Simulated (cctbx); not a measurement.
## Accept or mend?

Cell a = 8.5540 Å, b = 5.2950 Å, c = 9.1460 Å, α = 90.00°, β = 90.00°, γ = 90.00°; space group Amm2 (no. 38).

Simulated single-crystal data (cctbx): Mo Kα, λ = 0.71073 Å, to d = 0.77 Å, 80 % of the full sphere, strongest reflection 40000 counts, noise from counting, a 2 % proportional error and a noise floor of 8 counts (s.d.); no absorption, and some extinction, which the refinements don't model.

An isotropic refinement with weights 1/σ² prints:

```text
Rint 0.022, 543 unique reflections to 0.77 A
cycle     R1     wR2    GooF  max shift (A)
   1  0.0265  0.0650   2.078   0.01134
  12  0.0218  0.0526   1.682   0.00587
final R1 0.0217 wR2 0.0522 GooF 1.668  parameters 28  data/parameter 19.4
atom        x        y        z      Ueq    occ   su(xyz)  su(Uiso or U11)
Bi1    0.50000  0.50000  0.66678   0.0106  1.000  0.00015  0.0001
Cu1    0.74682  0.50000  0.33277   0.0216  1.000  0.00019  0.0003
Cu2    0.74667  0.50000  0.83272   0.0177  1.000  0.00017  0.0003
Cu3    0.75383  0.75663  0.08422   0.0193  1.000  0.00020  0.0003
Cu4    0.00000  0.74568  0.91832   0.0197  1.000  0.00105  0.0003
Cu5    0.50000  0.75043  0.91954   0.0208  1.000  0.00107  0.0003
Cu6    0.00000  0.50000  0.16830   0.0168  1.000  0.00066  0.0003
Cu7    0.00000  0.50000  0.67400   0.0220  1.000  0.00054  0.0004
Li1    0.50000  0.50000  0.18172   0.0352  1.000  0.00663  0.0081
Li2    0.23423  0.08670  0.60676   0.0720  1.000  0.00518  0.0078
difference map: max 0.65 min -1.82 rms 0.31
Q1    0.2344  0.0000  0.2097    4    0.67  1.14 A from Cu2
Q2    0.1031  0.0000  0.3407    4    0.64  1.29 A from Cu2
Q3    0.3757  0.0000  0.9575    4    0.63  1.55 A from Cu1
Q4    0.0000  0.1443  0.5451    4    0.57  1.28 A from Cu4
Q5    0.0999  0.2472  0.0670    8    0.57  1.26 A from Cu3
Q6    0.5000  0.0874  0.7846    4    0.56  1.05 A from Li1
```

**Question.** Can this result stand? If not, what is the likely fault?

Mend it. The fault: spurious atom: Li2. Against the right model at the same level, R1 goes from 0.0169 to 0.0217 and GooF from 1.17 to 1.67. A site with no density behind it hides by a very large U or drifts. The fit had not settled when the cycles ran out.

The compound is LiCu14Bi. The right model at the same level gives:

```text
Rint 0.022, 543 unique reflections to 0.77 A
cycle     R1     wR2    GooF  max shift (A)
   1  0.1202  0.2882   9.177   0.13187
   8  0.0169  0.0367   1.168   0.00231
final R1 0.0169 wR2 0.0366 GooF 1.166  parameters 24  data/parameter 22.6
atom        x        y        z      Ueq    occ   su(xyz)  su(Uiso or U11)
Bi1    0.50000  0.50000  0.66684   0.0108  1.000  0.00011  0.0001
Cu1    0.74682  0.50000  0.33257   0.0222  1.000  0.00014  0.0002
Cu2    0.74672  0.50000  0.83267   0.0179  1.000  0.00012  0.0002
Cu3    0.75389  0.75640  0.08430   0.0197  1.000  0.00014  0.0002
Cu4    0.00000  0.74523  0.91836   0.0198  1.000  0.00072  0.0002
Cu5    0.50000  0.74985  0.91964   0.0209  1.000  0.00075  0.0002
Cu6    0.00000  0.50000  0.16783   0.0169  1.000  0.00047  0.0002
Cu7    0.00000  0.50000  0.67406   0.0220  1.000  0.00038  0.0003
Li1    0.50000  0.50000  0.17682   0.0277  1.000  0.00506  0.0045
difference map: max 0.60 min -1.97 rms 0.27
Q1    0.3749  0.0000  0.9592    4    0.60  1.56 A from Cu1
Q2    0.1042  0.0000  0.3388    4    0.55  1.28 A from Cu2
Q3    0.2909  0.0000  0.6693    4    0.55  1.53 A from Cu1
Q4    0.1017  0.2451  0.0672    8    0.54  1.25 A from Cu3
Q5    0.0635  0.0604  0.8492    8    0.49  1.32 A from Cu4
Q6    0.1111  0.2306  0.3007    8    0.48  1.44 A from Cu4
```

This is a model crystal, built by substitution and not relaxed, with assumed displacement parameters.

[Middle refinement cycles are left out of these outputs.]

[Logs are printed without paths, hosts, clocks, repeated set-up lines and the standing remarks that a program may print on its own settings, such as how far it seeks lower states.]
